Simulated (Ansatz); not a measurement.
# Antimonene bilayer (AB) in a perpendicular field, part 2 of 3

What dipole does a perpendicular field induce in the antimonene bilayer (AB), and does the gap follow? A positive field points along +c.

Ansatz 0.2.0; plane-wave DFT, PBE-D3(BJ), Ansatz PAW.

So far. Step 2 (Relaxing the slab): The lattice constant a goes from 4.120 to 4.193 Å.

## 3. Single point, field 0, start network

A sawtooth potential applies the field, turning back in the middle of the vacuum. With the dipole correction the typed value is the field outside the slab. The induced dipole is small, so the SCF threshold is tight.

The cell differs from the one that the last finished run ended in (c 43.600 → 23.487 Å).

File input.yaml:

```yaml
crystal:
  lattice:
    - [4.1927781109, 0.0, 0.0]
    - [-2.0963890555, 3.6310523565, 0.0]
    - [0.0, 0.0, 23.4868933665]
  atoms:
    - { symbol: Sb, position: [0.6666666667, 0.3333333333, 0.383192441] }
    - { symbol: Sb, position: [0.3333333333, 0.6666666667, 0.4506307709] }
    - { symbol: Sb, position: [0.0, 0.0, 0.5493692291] }
    - { symbol: Sb, position: [0.6666666667, 0.3333333333, 0.616807559] }
kpoints:
  mp_grid: { grid: [12, 12, 1] }
  band_path:
    path: [[0, 0, 0], [0.5, 0, 0], [0.33333333, 0.33333333, 0], [0, 0, 0]]
    npoints: 16
hamiltonian:
  xc: pbe
  dispersion: d3bj
scf:
  occupations: { method: fermi_dirac, width: 0.02585 }
  convergence: { dr2_threshold: 1.0e-10 }
efield:
  axis: 3
  dipole_correction: true
  ramp_position: 0.97
  ramp_width: 0.06
  amplitude: 0
output:
  dos: { projected: true, e_range: [-6, 5] }
  write_potential: true
  write_density: true
  volumetric_format: npy
  elf: true
```

Launch:

```
$ ansatz run input.yaml --threads 4 --pin off --max-ram 8192MiB --backend cpu --events-out ev --progress --plain --runs-dir out
```

Numbers of over 12 decimals in the logs are rounded to 6 here.

What it wrote:

```text
[...]
Crystal: 4 atoms, lattice volume = 357.569 Å³
Basis set: ecut = 420 eV, 6901 PW (Γ)
Bands: 36, of which v1, the nominal top of the filled ones, is band 30 counted from 1 (29 counted from 0)
Symmetry: 6 space group operations
k-points: 19 of 144 (time reversal used)
[...]
SCF iter   1: F=—  HF=-25939.044774 eV  |F-HF|=—  |Δ(HF+E_count)|=         —  Δρ=1.33e-3  dr2=2.47e-2  ethr=1.77e-3  p=0.000 e·Å  D=3.85e-14 V/Å  ΔV_dip=-0.00 eV  dr2_dipole=2.38e-7  V_vac-E_F(+/−)=3.92/3.92 eV  ⟨swp⟩=10.6  Hψ=3472  notcnv=0
efield: sawtooth ramp at fractional position 0.9700 (set: `efield.ramp_position`, or a place that a band, a saddle search or an elastic batch's reference lends), width 0.0600; the density the first Hamiltonian is built on has a dipole p = 0.000 e·Å; the dipole correction subtracts the counter field D = 3.85e-14 V/Å, which shifts the + side's vacuum level by -0.00 eV against the − side's; the planar-averaged density in the ramp window peaks in size at 1.8e-6 e/Å³
[...]
SCF iter   2: F=—  HF=-25939.062612 eV  |F-HF|=—  |Δ(HF+E_count)|=   1.78e-2  Δρ=2.10e-3  dr2=1.39e-1  ethr=4.12e-5  p=-0.000 e·Å  D=-8.31e-5 V/Å  ΔV_dip=0.00 eV  dr2_dipole=1.49e-6  V_vac-E_F(+/−)=4.05/4.04 eV  ⟨swp⟩=3.9  Hψ=1851  notcnv=0  defer=20
[...]
SCF iter  10: F=-25939.042966 eV  HF=-25939.042966 eV  |F-HF|=0.00e0  |Δ(HF+E_count)|=  2.11e-10  Δρ=4.65e-8  dr2=6.44e-12  ethr=1.00e-12  p=0.000 e·Å  D=4.03e-8 V/Å  ΔV_dip=-0.00 eV  dr2_dipole=1.93e-13  V_vac-E_F(+/−)=3.90/3.90 eV  ⟨swp⟩=9.6  Hψ=2014  notcnv=0
SCF 1 converged in 10 iterations: F = -25939.042966 eV  dr2 = 6.44e-12
[...]
NSCF: frozen V_eff on 49 k-points
efield: sawtooth ramp at fractional position 0.9700 (kept from the solve that this one continues, or follows in the run), width 0.0600; the density the first Hamiltonian is built on has a dipole p = 0.000 e·Å; the dipole correction subtracts the counter field D = 4.03e-8 V/Å, which shifts the + side's vacuum level by -0.00 eV against the − side's; the planar-averaged density in the ramp window peaks in size at 4.3e-8 e/Å³
[...]
SCF converged after 10 iterations
Free energy (F): -25939.042966 eV
[...]
Internal energy: -25939.042366 eV  (E = F + TS)
E sigma→0 (E₀):  -25939.042666 eV
Entropy (-TS):   -0.000600 eV (-0.150 meV/atom)
Fermi energy:    0.894073 eV
Dipole field:    D = -0.000000 V/Å  (p = -0.000001 e·Å, saw-weighted, corrected)
Work function:   Φ+ = 3.9033 eV   Φ− = 3.9033 eV
Levels:          The Fermi level and band energies are counted from a zero that moves with the ramp; work functions are not
[...]
--- Band table (eV; the first three rows and the last of 19) ---
  k-point 0: bands = [... 26 lower, -0.5865, -0.2826, -0.2826, 0.4856, 1.0374, 1.8901, 1.8901, 2.7740, ... 2 higher]
  k-point 1: bands = [... 26 lower, -0.8236, -0.7582, -0.3476, 0.8025, 1.3398, 1.9338, 2.0379, 2.7495, ... 2 higher]
  k-point 2: bands = [... 26 lower, -1.2614, -0.8374, -0.6027, 0.1764, 1.6037, 2.3039, 2.3159, 2.9974, ... 2 higher]
  k-point 18: bands = [... 26 lower, -2.6285, -1.8546, -1.8546, -1.2772, 1.8792, 1.8792, 2.5723, 4.3494, ... 2 higher]
```

Wall time 21 s (4 threads of Intel Xeon at 2.50GHz (Skylake/Cascade Lake), shared host); peak memory 0.89 GiB.

This step gave:

| Item | Value |
| --- | --- |
| energy at zero smearing | -25939.0427 eV |
| dipole along the normal | -7.93e-7 e·Å |
| gap along the path | 0.1652 eV |
| smallest direct gap along the path | 0.5518 eV |
| ionisation energy, upper face | 3.997 eV |
| electron affinity, upper face | 3.832 eV |
| gap, the smaller of path and mesh | 0.1652 eV |

Running mean over a fixed 2.8 Å (it still follows the layers) of the planar mean; the ramp of the sawtooth is left out. Table of electron's electrostatic potential energy less the Fermi level by z:

z (Å), electron's electrostatic potential energy less the Fermi level (eV) and a bar from the least value:
```
      3.0       3.90 ##############################
      3.5       3.90 ##############################
      4.0       3.90 ##############################
      4.5       3.90 ##############################
      5.0       3.90 ##############################
      5.5       3.88 ##############################
      6.0       3.81 ##############################
      6.5       3.58 #############################
      7.0       2.78 ##########################
      7.5       1.29 #####################
      8.0      -0.43 ################
      8.5      -2.14 ##########
      9.0      -3.76 #####
      9.5      -5.05 #
     10.0      -5.23 
     10.5      -4.36 ###
     11.0      -3.69 #####
     11.5      -3.55 ######
     12.0      -3.55 ######
     12.5      -3.70 #####
     13.0      -4.39 ###
     13.5      -5.25 
     14.0      -5.02 #
     14.5      -3.72 #####
     15.0      -2.09 ##########
     15.5      -0.39 ################
     16.0       1.33 ######################
     16.5       2.81 ##########################
     17.0       3.59 #############################
     17.5       3.82 ##############################
     18.0       3.88 ##############################
     18.5       3.90 ##############################
     19.0       3.90 ##############################
     19.5       3.90 ##############################
     20.0       3.90 ##############################
     20.5       3.90 ##############################
```

The density of states has structure finer than the step of the table below, so its rows give means over 0.2 eV, whole bins alone (the curve runs from -6 to 1.8 eV). Peaks (eV: height): -4.90: 14.5, -3.63: 8.42, -2.36: 9.67, -2.31: 9.42, 0.59: 5.33, 1.11: 8.91, 1.50: 10.3.

Density of states against energy, zero at the Fermi level of the run, which the smearing sets inside the gap; means over each step:

energy (eV), density of states (states/eV a cell) and a bar:
```
     -5.2        0.0 
     -5.0        1.9 ##########
     -4.8        3.6 ####################
     -4.6        2.1 ###########
     -4.4        1.3 #######
     -4.2        1.1 ######
     -4.0        1.2 #######
     -3.8        1.7 #########
     -3.6        4.0 ######################
     -3.4        2.5 #############
     -3.2        4.2 #######################
     -3.0        4.4 ########################
     -2.8        4.4 ########################
     -2.6        2.5 ##############
     -2.4        5.6 ##############################
     -2.2        3.3 ##################
     -2.0        2.8 ###############
     -1.8        2.9 ###############
     -1.6        3.4 ##################
     -1.4        2.8 ###############
     -1.2        2.1 ###########
     -1.0        0.9 #####
     -0.8        0.7 ####
     -0.6        0.4 ##
     -0.4        0.4 ##
     -0.2        0.5 ###
      0.0        0.1 
      0.2        0.9 #####
      0.4        1.7 #########
      0.6        4.4 ########################
      0.8        3.6 ####################
      1.0        3.2 #################
      1.2        5.0 ###########################
      1.4        4.9 ###########################
      1.6        5.5 ##############################
```

Projected DOS per atom over height of the atomic layer and energy from the Fermi level. Layers: Sb Sb Sb Sb from below.

Ten even steps from '_' (0.00 states/eV) to '@' (1.36 states/eV), each cell a mean:
```
@@++++@@
@@****@@
**====**
##++++##
........
________
________
........
==::::==
##====##
++====++
@@****@@
++++++++
%%####%%
++++++++
==++++==
..::::..
..----..
==%%%%==
________
________
________
```
Columns: height of the atomic layer (Å) from 9 to 14.5 (not evenly spaced); rows upwards: energy from the Fermi level (eV) from -5.96 to 1.78.

Electronic bands along the path, in eV, zero at the Fermi level of the run, which the smearing sets inside the gap:

| point | band 27 | band 28 | band 29 | band 30 | band 31 | band 32 | band 33 | band 34 |
| --- | --- | --- | --- | --- | --- | --- | --- | --- |
| Γ | -1.48 | -1.18 | -1.18 | -0.41 | 0.14 | 1.00 | 1.00 | 1.88 |
| halfway | -2.58 | -1.98 | -1.82 | -1.23 | 0.42 | 1.53 | 1.58 | 2.17 |
| M | -3.20 | -2.86 | -2.35 | -1.61 | 0.26 | 0.80 | 1.53 | 1.73 |
| halfway | -3.59 | -3.29 | -2.31 | -1.65 | 0.49 | 1.35 | 1.51 | 2.61 |
| K | -3.52 | -2.75 | -2.75 | -2.17 | 0.99 | 0.99 | 1.68 | 3.46 |
| halfway | -2.88 | -2.86 | -1.73 | -0.91 | 0.53 | 1.50 | 1.81 | 2.23 |
| Γ | -1.48 | -1.18 | -1.18 | -0.41 | 0.14 | 1.00 | 1.00 | 1.88 |

Valence density in the ca plane at fractional y = 0.333, with atoms of Sb within 0.2 Å of it. It is the smooth field of the valence electrons, not physical close to the nuclei.

Ten steps, logarithmic in the rise over the least value, from '0' (0 e/Å³) to '9' (18 e/Å³), each cell a mean:
```
00000000000001222211100001111222110000000000
00000000000012454321000000112355321000000000
00000000000023688521000000113688631000000000
00000000000124799631000000113799631000000000
00000000000013687521000000113588531000000000
00000000000012344321100000112344321000000000
00000000000001122211110001111222110000000000
00000000000000011111111111111111000000000000
00000000000000000111111111111100000000000000
00000000000000000111111111111100000000000000
00000000000000111111111111111111000000000000
```
Columns run along c (16.0 Å, from fractional 0.15 to 0.83 of the cell), rows up along a (4.2 Å). Atoms in or near the plane, at fractional coordinates: Sb at (0.38, 0.67), Sb at (0.62, 0.67).

Electrostatic potential energy in the ca plane at fractional y = 0.333, with atoms of Sb within 0.2 Å of it. With pseudopotentials it is smooth inside the atoms' cores, unlike the true potential.

Values in eV, 6 rows by 16 columns, each cell a mean:
```
  5   5   5   5   1 -14  -7   2   3   2  -7 -14   1   5   5   5
  5   5   5   4  -5 -26 -19   2   4   2 -19 -26  -5   4   5   5
  5   5   5   4  -4 -25 -17   2   4   2 -17 -25  -4   4   5   5
  5   5   5   5   2  -7  -3   1   3   1  -3  -7   2   5   5   5
  5   5   5   5   4   3   0  -3   1  -3   0   3   4   5   5   5
  5   5   5   5   4   2   0  -2   1  -2   0   2   4   5   5   5
```
Columns run along c (16.0 Å, from fractional 0.15 to 0.83 of the cell; values clipped at the 3rd and 97th percentile), rows up along a (4.2 Å). Atoms in or near the plane, at fractional coordinates: Sb at (0.38, 0.67), Sb at (0.62, 0.67).

ELF in the ca plane at fractional y = 0.333, with atoms of Sb within 0.2 Å of it. It is the smooth field of the valence electrons, not physical close to the nuclei.

Ten even steps from '0' (0.00) to '9' (0.84), each cell a mean:
```
00000000135787655565431123466555688742100000
00000001358986433455310012454333479975210000
00000002479985100234310001343100269986310000
00000002479974000134210001343100158997410000
00000002479985200244310001343200369986310000
00000001257986433455321012455433579874200000
00000000124677655665432123566555677642000000
00000000001234445555543345555554443210000000
00000000000000123454554345445421100000000000
00000000000001123455554345555432110000000000
00000000001244555665543234556555543210000000
```
Columns run along c (16.0 Å, from fractional 0.15 to 0.83 of the cell), rows up along a (4.2 Å). Atoms in or near the plane, at fractional coordinates: Sb at (0.38, 0.67), Sb at (0.62, 0.67).

The gap is 0.17 eV, with the valence edge 4.00 eV and the conduction edge 3.83 eV under the upper vacuum level. Spin-orbit coupling, left out in this run, matters for the bands of elements this heavy.

## 4. Atoms held, field 0.05 V/Å

input.yaml, as its differences from that of step 3:

```diff
@@ -26,5 +26,4 @@
   ramp_width: 0.06
-  amplitude: 0
+  amplitude: 0.05
 output:
-  dos: { projected: true, e_range: [-6, 5] }
   write_potential: true
@@ -32,2 +31 @@
   volumetric_format: npy
-  elf: true
```

What it wrote:

```text
[...]
Crystal: 4 atoms, lattice volume = 357.569 Å³
Basis set: ecut = 420 eV, 6901 PW (Γ)
Bands: 36, of which v1, the nominal top of the filled ones, is band 30 counted from 1 (29 counted from 0)
Symmetry: 6 space group operations
k-points: 19 of 144 (time reversal used)
[...]
k-point 0: bands = [... 26 lower, -0.5867, -0.2827, -0.2827, 0.4853, 1.0373, 1.8899, 1.8899, 2.7738, ... 2 higher]
  k-point 1: bands = [... 26 lower, -0.8239, -0.7584, -0.3478, 0.8023, 1.3396, 1.9335, 2.0377, 2.7493, ... 2 higher]
  k-point 2: bands = [... 26 lower, -1.2616, -0.8376, -0.6029, 0.1762, 1.6034, 2.3036, 2.3157, 2.9971, ... 2 higher]
  k-point 18: bands = [... 26 lower, -2.6287, -1.8558, -1.8539, -1.2773, 1.8777, 1.8803, 2.5721, 4.3470, ... 2 higher]
[key lines of the parts left out:]
SCF converged after 11 iterations
Free energy (F): -25939.043838 eV
Fermi energy:    0.893851 eV
Dipole field:    D = 0.017636 V/Å  (p = 0.034849 e·Å, saw-weighted, corrected)
```

The job ended after 22 s (4 threads; peak memory 0.8 GiB; 82 s of CPU time).

The dipole is 0.0348 e·Å, and the gap 0.165 eV.

## 5. Single point, field -0.05 V/Å

input.yaml, as its differences from that of step 4:

```diff
@@ -26,3 +26,3 @@
   ramp_width: 0.06
-  amplitude: 0.05
+  amplitude: -0.05
 output:
```

What it wrote:

```text
[...]
Crystal: 4 atoms, lattice volume = 357.569 Å³
Basis set: ecut = 420 eV, 6901 PW (Γ)
Bands: 36, of which v1, the nominal top of the filled ones, is band 30 counted from 1 (29 counted from 0)
Symmetry: 6 space group operations
k-points: 19 of 144 (time reversal used)
[...]
k-point 0: bands = [... 26 lower, -0.5867, -0.2827, -0.2827, 0.4853, 1.0373, 1.8899, 1.8899, 2.7738, ... 2 higher]
  k-point 1: bands = [... 26 lower, -0.8239, -0.7584, -0.3478, 0.8023, 1.3396, 1.9335, 2.0377, 2.7493, ... 2 higher]
  k-point 2: bands = [... 26 lower, -1.2616, -0.8376, -0.6029, 0.1762, 1.6034, 2.3036, 2.3157, 2.9971, ... 2 higher]
  k-point 18: bands = [... 26 lower, -2.6287, -1.8558, -1.8539, -1.2773, 1.8777, 1.8803, 2.5721, 4.3470, ... 2 higher]
[key lines of the parts left out:]
SCF converged after 11 iterations
Free energy (F): -25939.043838 eV
Fermi energy:    0.893851 eV
Dipole field:    D = -0.017636 V/Å  (p = -0.034849 e·Å, saw-weighted, corrected)
```

Elapsed: 23 s, on 4 threads; peak memory 0.8 GiB; 85 s of CPU time.

The dipole is -0.0348 e·Å, and the gap 0.165 eV.

## 6. Single point, field 0.1 V/Å

input.yaml, as its differences from that of step 5:

```diff
@@ -24,5 +24,5 @@
   dipole_correction: true
-  ramp_position: 0.97
-  ramp_width: 0.06
-  amplitude: -0.05
+  ramp_position: 0.9613
+  ramp_width: 0.0775
+  amplitude: 0.1
 output:
```

What it wrote:

```text
[...]
Crystal: 4 atoms, lattice volume = 357.569 Å³
Basis set: ecut = 420 eV, 6901 PW (Γ)
Bands: 36, of which v1, the nominal top of the filled ones, is band 30 counted from 1 (29 counted from 0)
Symmetry: 6 space group operations
k-points: 19 of 144 (time reversal used)
[...]
k-point 0: bands = [... 26 lower, -0.5875, -0.2834, -0.2834, 0.4843, 1.0367, 1.8892, 1.8892, 2.7732, ... 2 higher]
  k-point 1: bands = [... 26 lower, -0.8246, -0.7590, -0.3484, 0.8015, 1.3388, 1.9328, 2.0370, 2.7485, ... 2 higher]
  k-point 2: bands = [... 26 lower, -1.2623, -0.8382, -0.6036, 0.1755, 1.6025, 2.3026, 2.3150, 2.9963, ... 2 higher]
  k-point 18: bands = [... 26 lower, -2.6294, -1.8574, -1.8536, -1.2780, 1.8757, 1.8809, 2.5713, 4.3439, ... 2 higher]
[key lines of the parts left out:]
SCF converged after 11 iterations
Free energy (F): -25939.046451 eV
Fermi energy:    0.893103 eV
Dipole field:    D = 0.035275 V/Å  (p = 0.069706 e·Å, saw-weighted, corrected)
```

Wall time 22 s (4 threads); peak memory 0.8 GiB; 83 s of CPU time.

The dipole is 0.0697 e·Å, and the gap 0.165 eV.

## 7. Atoms held, field -0.1 V/Å

input.yaml, as its differences from that of step 6:

```diff
@@ -26,3 +26,3 @@
   ramp_width: 0.0775
-  amplitude: 0.1
+  amplitude: -0.1
 output:
```

What it wrote:

```text
[...]
Crystal: 4 atoms, lattice volume = 357.569 Å³
Basis set: ecut = 420 eV, 6901 PW (Γ)
Bands: 36, of which v1, the nominal top of the filled ones, is band 30 counted from 1 (29 counted from 0)
Symmetry: 6 space group operations
k-points: 19 of 144 (time reversal used)
[...]
k-point 0: bands = [... 26 lower, -0.5873, -0.2832, -0.2832, 0.4845, 1.0369, 1.8894, 1.8894, 2.7733, ... 2 higher]
  k-point 1: bands = [... 26 lower, -0.8244, -0.7588, -0.3483, 0.8017, 1.3389, 1.9330, 2.0371, 2.7487, ... 2 higher]
  k-point 2: bands = [... 26 lower, -1.2621, -0.8381, -0.6034, 0.1757, 1.6027, 2.3028, 2.3152, 2.9964, ... 2 higher]
  k-point 18: bands = [... 26 lower, -2.6293, -1.8572, -1.8534, -1.2778, 1.8758, 1.8811, 2.5715, 4.3441, ... 2 higher]
[key lines of the parts left out:]
SCF converged after 11 iterations
Free energy (F): -25939.046451 eV
Fermi energy:    0.893255 eV
Dipole field:    D = -0.035275 V/Å  (p = -0.069706 e·Å, saw-weighted, corrected)
```

It took 23 s on 4 threads; peak memory 0.8 GiB; 85 s of CPU time.

The dipole is -0.0697 e·Å, and the gap 0.165 eV.

## 8. Single point, field 0.2 V/Å

input.yaml, as its differences from that of step 7:

```diff
@@ -26,3 +26,3 @@
   ramp_width: 0.0775
-  amplitude: -0.1
+  amplitude: 0.2
 output:
```

What it wrote:

```text
[...]
Crystal: 4 atoms, lattice volume = 357.569 Å³
Basis set: ecut = 420 eV, 6901 PW (Γ)
Bands: 36, of which v1, the nominal top of the filled ones, is band 30 counted from 1 (29 counted from 0)
Symmetry: 6 space group operations
k-points: 19 of 144 (time reversal used)
[...]
k-point 0: bands = [... 26 lower, -0.5901, -0.2857, -0.2857, 0.4807, 1.0349, 1.8867, 1.8867, 2.7707, ... 2 higher]
  k-point 1: bands = [... 26 lower, -0.8271, -0.7611, -0.3508, 0.7985, 1.3359, 1.9302, 2.0345, 2.7457, ... 2 higher]
  k-point 2: bands = [... 26 lower, -1.2648, -0.8407, -0.6060, 0.1730, 1.5994, 2.2989, 2.3125, 2.9930, ... 2 higher]
  k-point 18: bands = [... 26 lower, -2.6321, -1.8617, -1.8541, -1.2802, 1.8704, 1.8809, 2.5685, 4.3363, ... 2 higher]
[key lines of the parts left out:]
SCF converged after 11 iterations
Free energy (F): -25939.056909 eV
Fermi energy:    0.890335 eV
Dipole field:    D = 0.070575 V/Å  (p = 0.139460 e·Å, saw-weighted, corrected)
```

The job ended after 24 s (4 threads; peak memory 0.81 GiB).

The dipole is 0.139 e·Å, and the gap 0.165 eV.

## 9. Single point, field -0.2 V/Å

input.yaml, as its differences from that of step 8:

```diff
@@ -26,3 +26,3 @@
   ramp_width: 0.0775
-  amplitude: 0.2
+  amplitude: -0.2
 output:
```

What it wrote:

```text
[...]
Crystal: 4 atoms, lattice volume = 357.569 Å³
Basis set: ecut = 420 eV, 6901 PW (Γ)
Bands: 36, of which v1, the nominal top of the filled ones, is band 30 counted from 1 (29 counted from 0)
Symmetry: 6 space group operations
k-points: 19 of 144 (time reversal used)
[...]
k-point 0: bands = [... 26 lower, -0.5898, -0.2854, -0.2854, 0.4810, 1.0352, 1.8870, 1.8870, 2.7710, ... 2 higher]
  k-point 1: bands = [... 26 lower, -0.8268, -0.7608, -0.3505, 0.7988, 1.3362, 1.9305, 2.0348, 2.7460, ... 2 higher]
  k-point 2: bands = [... 26 lower, -1.2645, -0.8404, -0.6057, 0.1733, 1.5997, 2.2992, 2.3128, 2.9933, ... 2 higher]
  k-point 18: bands = [... 26 lower, -2.6318, -1.8614, -1.8538, -1.2798, 1.8707, 1.8812, 2.5688, 4.3366, ... 2 higher]
[key lines of the parts left out:]
SCF converged after 11 iterations
Free energy (F): -25939.056909 eV
Fermi energy:    0.890639 eV
Dipole field:    D = -0.070575 V/Å  (p = -0.139460 e·Å, saw-weighted, corrected)
```

Elapsed: 23 s, on 4 threads; peak memory 0.8 GiB; 85 s of CPU time.

The dipole is -0.139 e·Å, and the gap 0.165 eV.

[end of part 2 of 3]

[Logs are printed without paths, hosts, clocks, repeated set-up lines and the standing remarks that a program may print on its own settings, such as how far it seeks lower states.]

[Hosts, paths, dates, database ids (printed as entryN), source tags and the programs' standing remarks are cut or masked in the printed files.]

[Maps of the electrostatic potential energy from Ansatz leave out the sawtooth potential of an applied field or a dipole correction, so their vacuum need not be flat; planar profiles and work functions include it.]

[The density of states shown here was stored with 400 of the rows of the run's finer table, so its peaks can read low, often by over a quarter, or be missed, and its means over a window can be off by a tenth or more.]
